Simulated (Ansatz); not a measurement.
# Meshes and cutoff for the phonons of LiF (Griceite, Fm-3m), part 2 of 2

Aim: how dense must the meshes and how high the cutoff be for the phonons of LiF (Griceite, Fm-3m)?

Ansatz 0.2.0; DFT LDA, scalar-relativistic, plane waves, PAW.

So far. Step 11 (Another k mesh, q mesh 2×2×2): The highest optical mode at the zone centre (no LO-TO term) is 339.2 cm⁻¹, +0.0 cm⁻¹ against the base run. Step 12 (Another k mesh, k-mesh 18×18×18, q mesh 2×2×2): The highest optical mode at the zone centre (no LO-TO term) is 339.2 cm⁻¹, +0.0 cm⁻¹ against the base run. The relaxed cell has a = 3.909 Å (conventional setting).

## 13. Comparing the runs (continued)

The runs together. Table of phonon density of states by wavenumber; read off at these points; values in 1/cm⁻¹/cell:

| wavenumber (cm⁻¹) | 8×8×8 | 12×12×12 = 18×18×18 |
| --- | --- | --- |
| 5 | 0 | 0 |
| 25 | 5.0e-5 | 5.0e-5 |
| 45 | 1.9e-4 | 1.9e-4 |
| 55 | 3.1e-4 | 3.1e-4 |
| 75 | 5.9e-4 | 5.9e-4 |
| 95 | 0.001 | 9.9e-4 |
| 115 | 0.00155 | 0.00155 |
| 125 | 0.0019 | 0.0019 |
| 145 | 0.0028 | 0.00279 |
| 165 | 0.00404 | 0.00403 |
| 185 | 0.00588 | 0.00588 |
| 205 | 0.00897 | 0.00896 |
| 215 | 0.0116 | 0.0115 |
| 235 | 0.0254 | 0.0254 |
| 245 | 0.0280 | 0.0281 |
| 255 | 0.0227 | 0.0227 |
| 275 | 0.0133 | 0.0134 |
| 295 | 0.0107 | 0.0107 |
| 305 | 0.0168 | 0.0168 |
| 325 | 0.0250 | 0.0250 |
| 345 | 0.0378 | 0.0377 |
| 355 | 0.0413 | 0.0413 |
| 365 | 0.0347 | 0.0347 |
| 375 | 0.0265 | 0.0266 |
| 395 | 0.0134 | 0.0134 |
| 415 | 0.00808 | 0.00808 |
| 435 | 0.00279 | 0.0028 |
| 455 | 0.00169 | 0.00169 |
| 465 | 0.00349 | 0.00348 |
| 485 | 0.00509 | 0.00509 |
| 505 | 0.0045 | 0.0045 |
| 525 | 0.00465 | 0.00465 |
| 545 | 0.00491 | 0.00491 |
| 555 | 0.00505 | 0.00505 |
| 575 | 0.00537 | 0.00537 |
| 595 | 0.0057 | 0.0057 |
| 615 | 0.00609 | 0.00609 |
| 625 | 0.00575 | 0.00575 |
| 645 | 0.00354 | 0.00354 |
| 665 | 0.00107 | 0.00107 |

The runs together, line C_V. Table of C_V, 8×8×8 = 12×12×12 = 18×18×18 by temperature:

| temperature (K) | C_V, 8×8×8 = 12×12×12 = 18×18×18 (J/mol-atom/K) |
| --- | --- |
| 0 | 0 |
| 50 | 0.777 |
| 100 | 5.79 |
| 150 | 11.4 |
| 200 | 15.3 |
| 250 | 18.0 |
| 300 | 19.7 |
| 350 | 20.9 |
| 400 | 21.7 |
| 450 | 22.3 |
| 500 | 22.8 |
| 550 | 23.2 |
| 600 | 23.4 |
| 650 | 23.6 |
| 700 | 23.8 |
| 750 | 23.9 |
| 800 | 24.1 |
| 850 | 24.2 |
| 900 | 24.2 |
| 950 | 24.3 |
| 1000 | 24.4 |

## 14. Another cutoff, cutoff 170 eV, q mesh 2×2×2

The cutoff is set to 170 eV on a small fixed q mesh.

The input, input.yaml:

```yaml
crystal:
  lattice:
    - [0.0, 1.9544544205, 1.9544544205]
    - [1.9544544205, 0.0, 1.9544544205]
    - [1.9544544205, 1.9544544205, 0.0]
  atoms:
    - { symbol: Li, position: [0.0, 0.0, 0.0] }
    - { symbol: F, position: [0.5, 0.5, 0.5] }
kpoints:
  mp_grid: { grid: [12, 12, 12] }
hamiltonian:
  xc: lda
scf:
  occupations: { method: fixed }
output:
  eigenvalues: true
phonons:
  method: dfpt
  qmesh: [2, 2, 2]
  temperatures: { t_max: 1000, t_step: 50 }
  qpath:
    path:
      - [[0.0, 0.0, 0.0], [0.5, 0.0, 0.5], [0.625, 0.25, 0.625]]
      - [[0.375, 0.375, 0.75], [0.0, 0.0, 0.0], [0.5, 0.5, 0.5], [0.5, 0.25, 0.75], [0.5, 0.0, 0.5]]
    npoints: 10
basis:
  ecutwfc: 170
```

Run with:

```
$ ansatz run input.yaml --threads 4 --pin off --max-ram 7168MiB --backend cpu --events-out ev --progress --plain --runs-dir out
```

The job ended after 4.6 s (4 threads of Arm Neoverse V1, shared host; peak memory 0.42 GiB; 15 s of CPU time).

The run finished; it serves as a test, and its numbers are not taken as the result.

## 15. Another cutoff, cutoff 230 eV, q mesh 2×2×2

The cutoff is set to 230 eV on a small fixed q mesh.

Edit input.yaml of step 14 so:

```diff
@@ -26,2 +26,2 @@
 basis:
-  ecutwfc: 170
+  ecutwfc: 230
```

Wall time 5.4 s (4 threads); peak memory 0.43 GiB.

The run finished; it serves as a test, and its numbers are not taken as the result.

## 16. Another cutoff, cutoff 290 eV, q mesh 2×2×2

The cutoff is set to 290 eV on a small fixed q mesh.

Edit input.yaml of step 15 so:

```diff
@@ -26,2 +26,2 @@
 basis:
-  ecutwfc: 230
+  ecutwfc: 290
```

Wall time 6.4 s (4 threads); peak memory 0.39 GiB.

The run finished; it serves as a test, and its numbers are not taken as the result.

## 17. Another cutoff, cutoff 360 eV, q mesh 2×2×2

The cutoff is set to 360 eV on a small fixed q mesh.

Edit input.yaml of step 16 so:

```diff
@@ -26,2 +26,2 @@
 basis:
-  ecutwfc: 290
+  ecutwfc: 360
```

Elapsed: 8 s, on 4 threads; peak memory 0.42 GiB; 28 s of CPU time.

Frequencies (cm⁻¹) solved at each irreducible wavevector; negative means imaginary. Frequencies by wavevector, by row:

| q in reciprocal lattice units | star | mode 1 | mode 2 | mode 3 | mode 4 | mode 5 | mode 6 |
| --- | --- | --- | --- | --- | --- | --- | --- |
| 0 0 0 | 1 | 0 | 0 | 0 | 337.7 | 337.7 | 337.7 |
| 0 0 -0.5 | 4 | 230.9 | 230.9 | 315.8 | 315.8 | 398.9 | 624.4 |
| 0 -0.5 -0.5 | 3 | 253.7 | 253.7 | 375.3 | 375.3 | 376.5 | 481.5 |

The highest optical mode at the zone centre (no LO-TO term) is 337.7 cm⁻¹, -1.5 cm⁻¹ against the base run.

## 18. Another cutoff, cutoff 550 eV, q mesh 2×2×2

The cutoff is set to 550 eV on a small fixed q mesh.

Edit input.yaml of step 17 so:

```diff
@@ -26,2 +26,2 @@
 basis:
-  ecutwfc: 360
+  ecutwfc: 550
```

Run time: 12 s. Hardware: 4 threads; peak memory 0.49 GiB; 43 s of CPU time.

The highest optical mode at the zone centre (no LO-TO term) is 339.7 cm⁻¹, +0.5 cm⁻¹ against the base run.

## 19. What came out

* mean frequency, q mesh 2×2×2: 348 cm⁻¹
* mean frequency, q mesh 3×3×3: 347 cm⁻¹
* mean frequency, q mesh 6×6×6: 347 cm⁻¹
* highest optical mode at the zone centre (no LO-TO term), k-mesh 4×4×4: 339 cm⁻¹
* highest optical mode at the zone centre (no LO-TO term), k-mesh 6×6×6: 339 cm⁻¹
* highest optical mode at the zone centre (no LO-TO term), k-mesh 8×8×8: 339 cm⁻¹
* highest optical mode at the zone centre (no LO-TO term), k-mesh 12×12×12: 339 cm⁻¹
* highest optical mode at the zone centre (no LO-TO term), k-mesh 18×18×18: 339 cm⁻¹
* highest optical mode at the zone centre (no LO-TO term), cutoff 170 eV: 652 cm⁻¹
* highest optical mode at the zone centre (no LO-TO term), cutoff 230 eV: 358 cm⁻¹
* highest optical mode at the zone centre (no LO-TO term), cutoff 290 eV: 299 cm⁻¹
* highest optical mode at the zone centre (no LO-TO term), cutoff 360 eV: 338 cm⁻¹
* highest optical mode at the zone centre (no LO-TO term), cutoff 550 eV: 340 cm⁻¹

What this shows: Over the whole q mesh series, coarse runs included, the mean frequency runs from 347.1 to 347.5 cm⁻¹; from 2×2×2 on it stays within 0.3 cm⁻¹ of the finest run (6×6×6), against a tolerance of 3.5. Over the whole k mesh series, coarse runs included, the lowest mode on the q mesh (acoustic modes at Γ apart) runs from 229.8 to 230.9 cm⁻¹; from 4×4×4 on all solved modes stay within 1.1 cm⁻¹ of the finest run (18×18×18), against a tolerance of 6.2. Over the whole cutoff series, coarse runs included, the lowest mode on the q mesh (acoustic modes at Γ apart) runs from -391.7 to 281.0 cm⁻¹; from 360 eV on all solved modes stay within 2.0 cm⁻¹ of the finest run (550 eV), against a tolerance of 6.3. All runs share the cell relaxed at the base settings, which is not exactly at rest under another k mesh or cutoff. These are harmonic frequencies at zero temperature: anharmonic shifts, linewidths and thermal expansion are left out.

[Logs are printed without paths, hosts, clocks, repeated set-up lines and the standing remarks that a program may print on its own settings, such as how far it seeks lower states.]

[Hosts, paths, dates, database ids (printed as entryN), source tags and the programs' standing remarks are cut or masked in the printed files.]
